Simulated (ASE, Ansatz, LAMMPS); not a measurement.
# Twisted graphene bilayer, 53.99° (364 atoms): support functions against a reference

Wanted: errors and times of a linear-scaling basis for twisted graphene bilayer, 53.99° (364 atoms).

Main program and level: Ansatz 0.2.0; Kohn-Sham DFT, PBE+D3(BJ), PAW (set soft_2), plane waves.

### 1. The structure

The cell holds 364 atoms: 364 C. Its edges and angles: a = 23.467 Å, b = 23.467 Å, c = 17.430 Å, α = 90.0°, β = 90.0°, γ = 120.0°. It derives from C (graphene). Graphene (a = 2.46 Å) under graphene (a = 2.46 Å), bilayer, commensurate cell of 91 unit cells a layer, twist 53.99 deg; facing planes 3.43 Å apart as built; 14 Å of vacuum; minimised with a classical potential. Regions: layer 1, 182 atoms (182 C); layer 2, 182 atoms (182 C). Vacuum lies along c.

Before any run, some limits are plain. Beside vacuum, support functions can miss their usual error bounds without a warning. Sampling is at Γ alone, for a cell whose shortest periodic width is 20 Å.

### 2. The classical run that made the cell

A minimisation with a classical potential prepares the built cell.

This step: classical potential: AIREBO (Stuart, Tutein and Harrison, J. Chem. Phys. 112, 6472 (2000)) (LAMMPS stable Jul 2025 - Update 4).

in.lammps reads:

```
units metal
atom_style atomic
boundary p p p
atom_modify map array
read_data structure.data
pair_style airebo 3.0 1 1
pair_coeff * * CH.airebo C
thermo_style custom step temp pe press lx ly lz fmax
thermo 200
min_style cg
minimize 0 1e-4 3000 30000
write_data relaxed.data nocoeff
```

On the command line:

```bash
lmp -in in.lammps -log log.lammps -screen none -nocite
```

Numbers of over 12 decimals in the logs are rounded to 6 here.

Output:

```text
LAMMPS (22 Jul 2025 - Update 4)
  364 atoms
   Step          Temp          PotEng         Press            Lx             Ly             Lz            Fmax     
         0   0             -2704.8088     -51804.97       23.4669        20.322932      17.43          0.0092813811 
        57   0             -2704.8223     -51623.951      23.4669        20.322932      17.43          1.0225856e-05
Loop time of 1.74273 on 1 procs for 57 steps with 364 atoms
Minimization stats:
  Stopping criterion = force tolerance
  Energy initial, next-to-last, final = 
     -2704.80882031964  -2704.82226985308  -2704.82226985329
  Force two-norm initial, final = 0.097889995 9.6648956e-05
  Force max component initial, final = 0.0092813811 1.0225856e-05
  Iterations, force evaluations = 57 114
```

The job ended after 2.5 s (1 thread of Intel Xeon at 2.80GHz (Skylake/Cascade Lake), shared host).

### 3. Plane-wave single point

The first run fixes the reference, at a cutoff of 420 eV.

input.yaml reads:

```yaml
crystal:
  lattice:
    - [23.4669, 0.0, 0.0]
    - [-11.73345, 20.32293, 0.0]
    - [0.0, 0.0, 17.43]
  atoms:
    - { symbol: C, position: [0.06962, 0.88647, 0.40221] }
    - { symbol: C, position: [0.07329, 0.82786, 0.4023] }
    - { symbol: C, position: [0.12455, 0.00735, 0.40217] }
    - { symbol: C, position: [0.12822, 0.94874, 0.40222] }
    - { symbol: C, position: [0.08061, 0.71064, 0.40247] }
    - { symbol: C, position: [0.08426, 0.65203, 0.40256] }
    - { symbol: C, position: [0.13556, 0.83153, 0.40237] }
    - { symbol: C, position: [0.13922, 0.77292, 0.40247] }
    - { symbol: C, position: [0.19049, 0.95241, 0.4023] }
    - { symbol: C, position: [0.19416, 0.8938, 0.40238] }
    - { symbol: C, position: [0.09158, 0.5348, 0.4026] }
    - { symbol: C, position: [0.09522, 0.47619, 0.40259] }
    - { symbol: C, position: [0.14653, 0.65569, 0.40258] }
    - { symbol: C, position: [0.15018, 0.59708, 0.40263] }
    - { symbol: C, position: [0.20149, 0.77658, 0.40251] }
    - { symbol: C, position: [0.20514, 0.71796, 0.4026] }
    - { symbol: C, position: [0.25643, 0.89746, 0.40245] }
    - { symbol: C, position: [0.26009, 0.83885, 0.40253] }
    - { symbol: C, position: [0.31137, 0.01834, 0.40243] }
    - { symbol: C, position: [0.31503, 0.95973, 0.40248] }
    - { symbol: C, position: [0.10254, 0.35897, 0.40245] }
    - { symbol: C, position: [0.1062, 0.30036, 0.40238] }
    - { symbol: C, position: [0.1575, 0.47985, 0.40257] }
    - { symbol: C, position: [0.16115, 0.42124, 0.40253] }
    - { symbol: C, position: [0.21245, 0.60074, 0.40262] }
    - { symbol: C, position: [0.21611, 0.54212, 0.40264] }
    - { symbol: C, position: [0.26741, 0.72162, 0.4026] }
    - { symbol: C, position: [0.27106, 0.66301, 0.40267] }
    - { symbol: C, position: [0.32236, 0.8425, 0.40257] }
    - { symbol: C, position: [0.32602, 0.78389, 0.40264] }
    - { symbol: C, position: [0.3773, 0.96339, 0.40254] }
    - { symbol: C, position: [0.38096, 0.90478, 0.40259] }
    [... 326 atom lines left out ...]
    - { symbol: C, position: [0.04759, 0.80951, 0.5977] }
    - { symbol: C, position: [0.05126, 0.87178, 0.59778] }
    - { symbol: C, position: [0.98166, 0.68863, 0.59757] }
    - { symbol: C, position: [0.98532, 0.7509, 0.59766] }
    - { symbol: C, position: [0.99265, 0.87545, 0.59783] }
    - { symbol: C, position: [0.99633, 0.93772, 0.59788] }
kpoints:
  mp_grid: { grid: [1, 1, 1] }
hamiltonian:
  xc: pbe
  dispersion: d3bj
scf:
  occupations: { method: gaussian, width: 0.05 }
output:
  forces: true
  populations: intrinsic
  dos:
    method: { smearing: { sigma: 0.1 } }
    de: 0.1
    projected: { site_lists: { C: [C] } }
  eigenvalues: true
```

On the command line:

```bash
ansatz run input.yaml --threads 32 --pin off --max-ram 143360MiB --backend cuda --events-out ev --progress --plain --runs-dir out
```

Output:

```text
Warning: the atoms were moved onto the symmetric positions of the space group found under crystal.symmetry.tolerance 1.0e-5 (fractional; no operation is sought that the atoms, as they stand in a round, miss by more than twice it, and no atom is moved by as much as it), and the run uses the moved positions. [...]
Engine: ansatz 0.2.0, aarch64-unknown-linux-gnu
Pseudopotentials: kind: paw
Pseudopotential: C, paw, valence charge 4, recommended cutoff 420 eV (normal), C.paw.azcp
[...]
Crystal: 364 atoms, lattice volume = 8312.649 Å³
Basis set: ecut = 420 eV, 162443 PW (Γ), exchange–correlation on 320×320×240 points (8 copies of the dense FFT grid, shifted against one another)
Bands: 1092, of which v1, the nominal top of the filled ones, is band 728 counted from 1 (727 counted from 0)
Symmetry: 12 space group operations
Space group: P622 (ITA 177), of the structure as read, at distance tolerance 2.0e-4 Å
k-points: 1
[... 3 lines on functional and potentials left out ...]
Initial density: superposition of atomic densities (neutral atoms: chi_scale 0, normalization atom), corrected by the library's trained network
Initial wavefunctions: pseudopotential atomic-orbital guess
[...]
Functional: x = pbe(κ = 0.804, μ = 0.219515), c = pbe(β = 0.066725)
SCF iter   1: F=—  HF=-91384.418088 eV  |F-HF|=—  |Δ(HF+E_count)|=         —  Δρ=2.29e-3  dr2=5.19e-1  ethr=1.77e-3  ⟨swp⟩=8.0  Hψ=5639  notcnv=0  defer=284
preconditioner: auto → Resta (q_TF=auto, 2.041 Å⁻¹)  ε∞=2.0  [insulator: Δε(μ)=1.543 eV  Ē_g=15.229 eV  σ=0.050 eV  W_gap=1.00  n_scr=1228 (ndim 8)  ℏωp=15.5 eV  f_vac=0.597  D(μ)=0.00/eV (n_scr^D=0)  ε∞_Penn≈2.0  vacuum switching on, ρ_ref=1.7e-2 e/Å³]
SCF iter   2: F=—  HF=-91384.360024 eV  |F-HF|=—  |Δ(HF+E_count)|=   5.81e-2  Δρ=1.07e-3  dr2=9.50e-2  ethr=3.57e-5  ⟨swp⟩=2.0  Hψ=1640  notcnv=0  defer=310
SCF iter   3: F=—  HF=-91384.364434 eV  |F-HF|=—  |Δ(HF+E_count)|=   4.41e-3  Δρ=2.16e-4  dr2=4.30e-3  ethr=6.52e-6  ⟨swp⟩=2.0  Hψ=1468  notcnv=0  defer=310
SCF iter   4: F=—  HF=-91384.368058 eV  |F-HF|=—  |Δ(HF+E_count)|=   3.62e-3  Δρ=8.69e-5  dr2=3.35e-3  ethr=2.95e-7  ⟨swp⟩=2.0  Hψ=1292  notcnv=0  defer=310
SCF iter   5: F=—  HF=-91384.371552 eV  |F-HF|=—  |Δ(HF+E_count)|=   3.49e-3  Δρ=5.30e-5  dr2=1.84e-3  ethr=2.30e-7  ⟨swp⟩=2.0  Hψ=1116  notcnv=0  defer=310
SCF iter   6: F=—  HF=-91384.371528 eV  |F-HF|=—  |Δ(HF+E_count)|=   2.44e-5  Δρ=2.65e-5  dr2=3.83e-4  ethr=1.27e-7  ⟨swp⟩=2.0  Hψ=806  notcnv=0  defer=310
SCF iter   7: F=—  HF=-91384.371447 eV  |F-HF|=—  |Δ(HF+E_count)|=   8.05e-5  Δρ=7.43e-6  dr2=2.93e-5  ethr=2.63e-8  ⟨swp⟩=2.0  Hψ=1296  notcnv=0  defer=310
SCF iter   8: F=—  HF=-91384.369840 eV  |F-HF|=—  |Δ(HF+E_count)|=   1.61e-3  Δρ=2.70e-6  dr2=1.72e-6  ethr=2.01e-9  ⟨swp⟩=3.0  Hψ=1473  notcnv=0  defer=310
SCF iter   9: F=-91384.369844 eV  HF=-91384.369844 eV  |F-HF|=2.67e-7  |Δ(HF+E_count)|=   3.89e-6  Δρ=9.14e-7  dr2=4.34e-8  ethr=6.87e-12  ⟨swp⟩=38.0  Hψ=12866  notcnv=0
SCF 1 converged in 9 iterations: F = -91384.369844 eV  dr2 = 4.34e-8
  greatest PAW one-centre occupation: 0.674 electrons in one spin orbital (limit 2), on the C atom at site 308 (counted from 0), in its partial waves of l = 0
SCF converged after 9 iterations
Free energy (F): -91384.369844 eV
Harris-Foulkes:  -91384.369844 eV  (|F-HF|=2.67e-7)
Internal energy: -91384.369844 eV  (E = F + TS)
E sigma→0 (E₀):  -91384.369844 eV
Fermi energy:    0.123754 eV
--- Per-component energies (eV) ---
  E_band       = -13206.968478
  E_kinetic    = 33153.459982
  E_local      = -551199.243794  (includes V_loc(G=0)·N_el)
  E_nonlocal   = 9954.025226
  E_hartree    = 259510.708531
  E_xc         = -17487.794258
  E_vxc        = -21651.920730  (∫ρ·V_xc dr)
  E_paw        = -36167.957810  (= ΣΔE_a)
  E_vpaw       = -2484.724808  (= ΣTr[D̂ρ^β])
  E_aug_tail   = 0.002817  (compensation charges beyond the density's cutoff)
  E_ewald      = 210895.707885
  E_disp       = -43.278423  (pairwise vdW)
  E_smearing   = -0.000000  (= −TS)
  E_closure    = 0.000000  (closes the sum)
  Σ components = -91384.369844   (vs F -91384.369844, Δ=0.00e0)
--- Forces (eV/Å), atoms counted from 1 ---
[... 364 lines of forces left out ...]
  max |Σ_I F_I| component: 9.16e-16 eV/Å
--- Band table (eV) ---
[... left out ...]
--- intrinsic populations: 364 sites ---
  site symbol       q [e]
[... 364 lines, one an atom, left out ...]
  spilling = -0.000000 (of n_electrons = 1456.000000)
```

Elapsed: 6.3 s, on 1 × NVIDIA GB200 with 32 threads of Arm Neoverse V2, shared host; peak memory 3.2 GiB; 23 s of CPU time.

In the SCF lines HF is the Harris–Foulkes energy and dr2 the Hartree energy of the density residual, in eV; the loop may stop once dr2 is under the threshold and the program's other checks hold. Hψ counts applications of the Hamiltonian.

That memory is the host's. Forces of this run were stored rounded, and per-atom blocks of the log weren't kept.

The program notes that positions were snapped to a detected symmetry.

Read from the output:

| Quantity | Value |
| --- | --- |
| free energy | -91384.3698 eV |
| free energy per atom | -251.0560 eV/atom |
| SCF cycles | 9 |
| r.m.s. force component | 0.01313 eV/Å |
| longest force | 0.03561 eV/Å |
| Fermi energy | 0.1238 eV |

Intrinsic-atomic-orbital charges by element:

| element | coordination | atoms | mean charge (e) | spread | least | most |
| --- | --- | --- | --- | --- | --- | --- |
| C | all | 364 | 0 | 8.0e-4 | -0.0015 | 0.0016 |

By region:

| region | atoms | mean length of the force (eV/Å) | net charge (e) |
| --- | --- | --- | --- |
| layer 1 | 182 | 0.021 | 0 |
| layer 2 | 182 | 0.021 | 0 |

States in the cell by windows of 1 eV, zero at the Fermi level; some projections on atomic orbitals stand beside the total:

| from (eV) | to (eV) | total | C p | C s |
| --- | --- | --- | --- | --- |
| -18 | -17 | 71.7 | 23.9 | 46.5 |
| -17 | -16 | 72.0 | 29.7 | 41.2 |
| -16 | -15 | 25.5 | 11.6 | 13.6 |
| -15 | -14 | 94.5 | 42.9 | 50.5 |
| -14 | -13 | 24.0 | 12.0 | 11.8 |
| -13 | -12 | 94.2 | 62.9 | 30.2 |
| -12 | -11 | 25.8 | 16.9 | 8.7 |
| -11 | -10 | 116.7 | 87.1 | 28.6 |
| -10 | -9 | 9.5 | 8.3 | 1.1 |
| -9 | -8 | 108.5 | 91.7 | 15.9 |
| -8 | -7 | 92.3 | 83.7 | 6.9 |
| -7 | -6 | 173.9 | 166.0 | 6.1 |
| -6 | -5 | 154.9 | 149.2 | 4.6 |
| -5 | -4 | 94.0 | 92.6 | 0.9 |
| -4 | -3 | 90.1 | 89.2 | 0.6 |
| -3 | -2 | 84.2 | 83.8 | 0.0 |
| -2 | -1 | 35.9 | 35.9 | 0.0 |
| -1 | 0 | 12.0 | 11.9 | 0.0 |
| 0 | 1 | 14.0 | 13.9 | 0.0 |
| 1 | 2 | 70.0 | 67.7 | 0.0 |
| 2 | 3 | 38.1 | 36.5 | 0.0 |
| 3 | 4 | 69.7 | 51.9 | 0.0 |
| 4 | 5 | 90.7 | 40.2 | 0.0 |

Between -20 and -18 eV lie 76 more states.

Not all projections were asked for or kept, so they needn't add up to the total.

The levels nearest the highest filled one (over half full), pooled over k-points and spins:

| level less the highest filled one (eV) | occupation |
| --- | --- |
| -0.0126 | 2 |
| -0.0126 | 2 |
| -0.0122 | 2 |
| -0.0122 | 2 |
| -1.0e-4 | 2 |
| 0 | 2 |
| 1.54 | 0 |
| 1.54 | 0 |
| 1.57 | 0 |
| 1.57 | 0 |
| 1.57 | 0 |
| 1.57 | 0 |

Intrinsic-atomic-orbital charges run from -0.00 to +0.00 e.

### 4. Structure statistics

Bonds and neighbours are counted at the geometry of the runs.

Normalised to the volume that the atoms fill. Pair distribution function in bins of 0.1 Å:

| r (Å) | total |
| --- | --- |
| 1.35 | 0.00 |
| 1.45 | 8.34 |
| 1.55 | 0.00 |
| 1.65 | 0.00 |
| 1.75 | 0.00 |
| 1.85 | 0.00 |
| 1.95 | 0.00 |
| 2.05 | 0.00 |
| 2.15 | 0.00 |
| 2.25 | 0.00 |
| 2.35 | 0.00 |
| 2.45 | 5.53 |
| 2.55 | 0.00 |
| 2.65 | 0.00 |
| 2.75 | 0.00 |
| 2.85 | 2.12 |
| 2.95 | 0.00 |
| 3.05 | 0.00 |
| 3.15 | 0.00 |
| 3.25 | 0.00 |
| 3.35 | 0.01 |
| 3.45 | 0.41 |
| 3.55 | 0.38 |
| 3.65 | 0.36 |
| 3.75 | 2.72 |
| 3.85 | 0.35 |
| 3.95 | 0.34 |
| 4.05 | 0.36 |
| 4.15 | 0.31 |
| 4.25 | 2.17 |
| 4.35 | 0.32 |
| 4.45 | 0.28 |
| 4.55 | 0.29 |
| 4.65 | 0.34 |
| 4.75 | 0.29 |
| 4.85 | 0.26 |
| 4.95 | 1.69 |
| 5.05 | 0.23 |
| 5.15 | 1.55 |
| 5.25 | 0.28 |
| 5.35 | 0.24 |
| 5.45 | 0.24 |
| 5.55 | 0.24 |
| 5.65 | 0.77 |

Bonds by pair of elements; cutoffs follow the first minimum of g(r), held within bounds set by covalent radii, and pairs that aren't listed don't count as bonded:

| pair A-B | cutoff (Å) | bonds | mean length (Å) | spread (Å) | shortest (Å) | B about A | A about B |
| --- | --- | --- | --- | --- | --- | --- | --- |
| C-C | 1.82 | 546 | 1.42 | 0 | 1.42 | 3 | 3 |

How many atoms have how many bonded neighbours:

| element | mean | 3 |
| --- | --- | --- |
| C | 3 | 364 |

Bond angles, per cent of each kind in bins of 5°:

| angle (°) | C-C-C |
| --- | --- |
| 115–120 | 51.5 |
| 120–125 | 48.5 |

Bond angles (no mean is given where the spread exceeds 20°):

| angle | count | mean (°) | spread (°) |
| --- | --- | --- | --- |
| C-C-C | 1092 | 120 | 0 |

The first peak of g(r) lies near 1.43 Å. By these cutoffs all C atoms have 3 bonded neighbours.

The surroundings of C27, picked at random, nearest first, numbered as they follow in the input and with coordinates relative to it.

| atom | x | y | z | distance (Å) | bonds | intrinsic-atomic-orbital charge (e) |
| --- | --- | --- | --- | --- | --- | --- |
| C27 | 0.00 | 0.00 | 0.00 | 0.00 | 3 | 0.00 |
| C28 | 0.77 | -1.19 | 0.00 | 1.42 | 3 | 0.00 |
| C16 | -1.42 | -0.07 | 0.00 | 1.42 | 3 | 0.00 |
| C30 | 0.64 | 1.27 | 0.00 | 1.42 | 3 | 0.00 |
| C43 | 2.19 | -1.12 | 0.00 | 2.46 | 3 | 0.00 |
| C45 | 2.06 | 1.34 | 0.00 | 2.46 | 3 | 0.00 |
| C25 | 0.13 | -2.46 | 0.00 | 2.46 | 3 | 0.00 |
| C15 | -2.19 | 1.12 | 0.00 | 2.46 | 3 | 0.00 |
| C29 | -0.13 | 2.46 | 0.00 | 2.46 | 3 | 0.00 |
| C13 | -2.06 | -1.34 | 0.00 | 2.46 | 3 | 0.00 |

The column of bonds counts only the pairs C-C within 1.82 Å; other neighbours, such as metal atoms beside each other in a compound, aren't counted, and periodic images can show an atom twice.

### 5. Support functions medium

With localised support functions most steps grow linearly with size, though the diagonalisation grows faster unless the density matrix is cut; this run measures error and cost at this size. The level medium gives here a grid of 108×108×90 points and a radius of 3.48 Å.

This step: Kohn-Sham DFT, PBE+D3(BJ), PAW (set soft_2), localised support functions (medium) (Ansatz 0.2.0).

input.yaml, the sections that differ from step 3:

```yaml
scf:
  occupations: { method: gaussian, width: 0.05 }
  eigensolver: { kind: { support_functions: { accuracy: medium } } }
  mixing: { beta: 0.4 }
  max_iter: 150
output:
  forces: true
  eigenvalues: true
# crystal, kpoints, hamiltonian: as in step 3
```

Output:

```text
Warning: scf.eigensolver.kind.support_functions: disabling space-group detection — the functions' gradient is summed over unrotated k-points, so no spatial operation reduces the k-mesh or symmetrises the density; time reversal is kept, so that k and −k are solved as one point where they differ and the mesh holds both, and exact exchange and, on two spinor components, a DFT+U term hold to it where the run has them: [...]
settings of this run that can trade accuracy for cost: scf.eigensolver.kind.support_functions [...]
[...]
device memory: the entry about to start is reckoned to put 10.0 GiB on a device that reports 182.5 GiB free
GPU FFT provider: cuFFT
GPU libraries: cuBLAS 13.8.1, cuFFT 12.4.0, cuSOLVER 12.3.2
GPU matrix products: emulated (plane waves: as basis.precision tells), large ones in fixed point in workspaces of 1.00 GiB
Crystal: 364 atoms, lattice volume = 8312.649 Å³
Basis set: ecut = 420 eV, 162443 PW (Γ), exchange–correlation on 320×320×240 points (8 copies of the dense FFT grid, shifted against one another)
Bands: 874, of which v1, the nominal top of the filled ones, is band 728 counted from 1 (727 counted from 0)
Symmetry: 1 space group operations
k-points: 1
[...]
GPU buffer pool allocated for 3072000 grid points (all kernels)
Eigensolver: Support functions (medium, 108×108×90 points, laid for a spacing of at most 0.228497 Å, radius 3.483898 Å, 279 sites without an atom, 1 species' potentials softened for the grid, 1 wholly corrected for its errors in the mean over positions, 1 with the egg-box correction, energy correction by stochastic trace)
[...]
SCF iter   1: F=—  HF=-91469.206023 eV  |F-HF|=—  |Δ(HF+E_count)|=         —  Δρ=6.66e-2  dr2=3.60e2  ethr=1.00e-1
[...]
SCF iter  11: F=—  HF=-91385.721338 eV  |F-HF|=—  |Δ(HF+E_count)|=   1.99e-3  Δρ=1.53e-5  dr2=1.14e-5  ethr=2.26e-9  κ⁻¹=7.7e-7(r=7)
SCF iter  12: F=-91385.722874 eV  HF=-91385.722874 eV  |F-HF|=4.90e-7  |Δ(HF+E_count)|=   1.54e-3  Δρ=1.53e-6  dr2=6.37e-7  ethr=7.86e-10
SCF 1 converged in 12 iterations: F = -91385.738419 eV  dr2 = 6.37e-7
[...]
SCF converged after 12 iterations
Stability not checked: this state was not tested for a lower state beside it, because the mixer in use, unlike msr1, does not test its closes by its own steps (another_mixer; see scf.mixing.algorithm and scf.lower_state_search)
Free energy (F): -91385.738419 eV
[...]
Internal energy: -91385.738419 eV  (E = F + TS)
E sigma→0 (E₀):  -91385.738419 eV
Fermi energy:    0.123341 eV
[...]
Σ components = -91385.738419   (vs F -91385.738419, Δ=0.00e0)
--- Forces (eV/Å), atoms counted from 1 ---
[... 364 lines of forces left out ...]
  max |Σ_I F_I| component: 3.97e-3 eV/Å
--- Band table (eV) ---
[... left out ...]
```

Run time: 5.8 s. Hardware: 1 × NVIDIA GB200 with 32 threads; peak memory 2.1 GiB.

That memory is the host's; the program planned up to 10 GiB on the GPU.

The program notes that the band table was not solved further than the SCF left it and it switched symmetry off. Further notices: band edge not converged.

Keys that differ from the reference: support_functions.accuracy = "medium", scf.max_iter = 150 and scf.mixing.beta = 0.4.

Forces differ from the reference by 4.3 meV/Å r.m.s.; the energy by -3.8 meV/atom.

### 6. All settings compared

Each row is set against the plane-wave reference (Kohn-Sham DFT, PBE+D3(BJ), PAW (set soft_2), plane waves; r.m.s. force component 0.0131 eV/Å). Energies are set beside the reference only for runs with its functional, potentials and electron count. Times are for 1 × NVIDIA GB200 with 32 threads of Arm Neoverse V2, shared host. The reference's time includes the DOS, which some other runs skip.

| run | Δ force, r.m.s. (meV/Å) | Δ energy (meV/atom) | cycles | time | host memory (GiB) |
| --- | --- | --- | --- | --- | --- |
| reference | - | - | 9 | 6.3 s | 3.2 |
| support functions medium | 4.32 | -3.76 | 12 | 5.8 s | 2.1 |

### 7. What came out

```yaml
free_energy_per_atom: -251.0560 eV/atom
r_m_s_force_component: 0.01313 eV/Å
wall_time_of_the_2_dft_runs: 12 s
```

In words: The setting support functions medium changes forces by 4.3 meV/Å r.m.s. Differences between support functions and plane waves include what basis error the plane-wave run still has.

No gap is quoted: the bands of a honeycomb sheet meet or nearly meet at one point of the zone, so the spacing of levels depends on whether the mesh holds it and on how the neighbours disturb the sheet. Counting bonds as in the table, all C atoms have 3 bonded neighbours.

[Logs are printed without paths, hosts, clocks, repeated set-up lines and the standing remarks that a program may print on its own settings, such as how far it seeks lower states.]

[Hosts, paths, dates, database ids (printed as entryN), source tags and the programs' standing remarks are cut or masked in the printed files.]
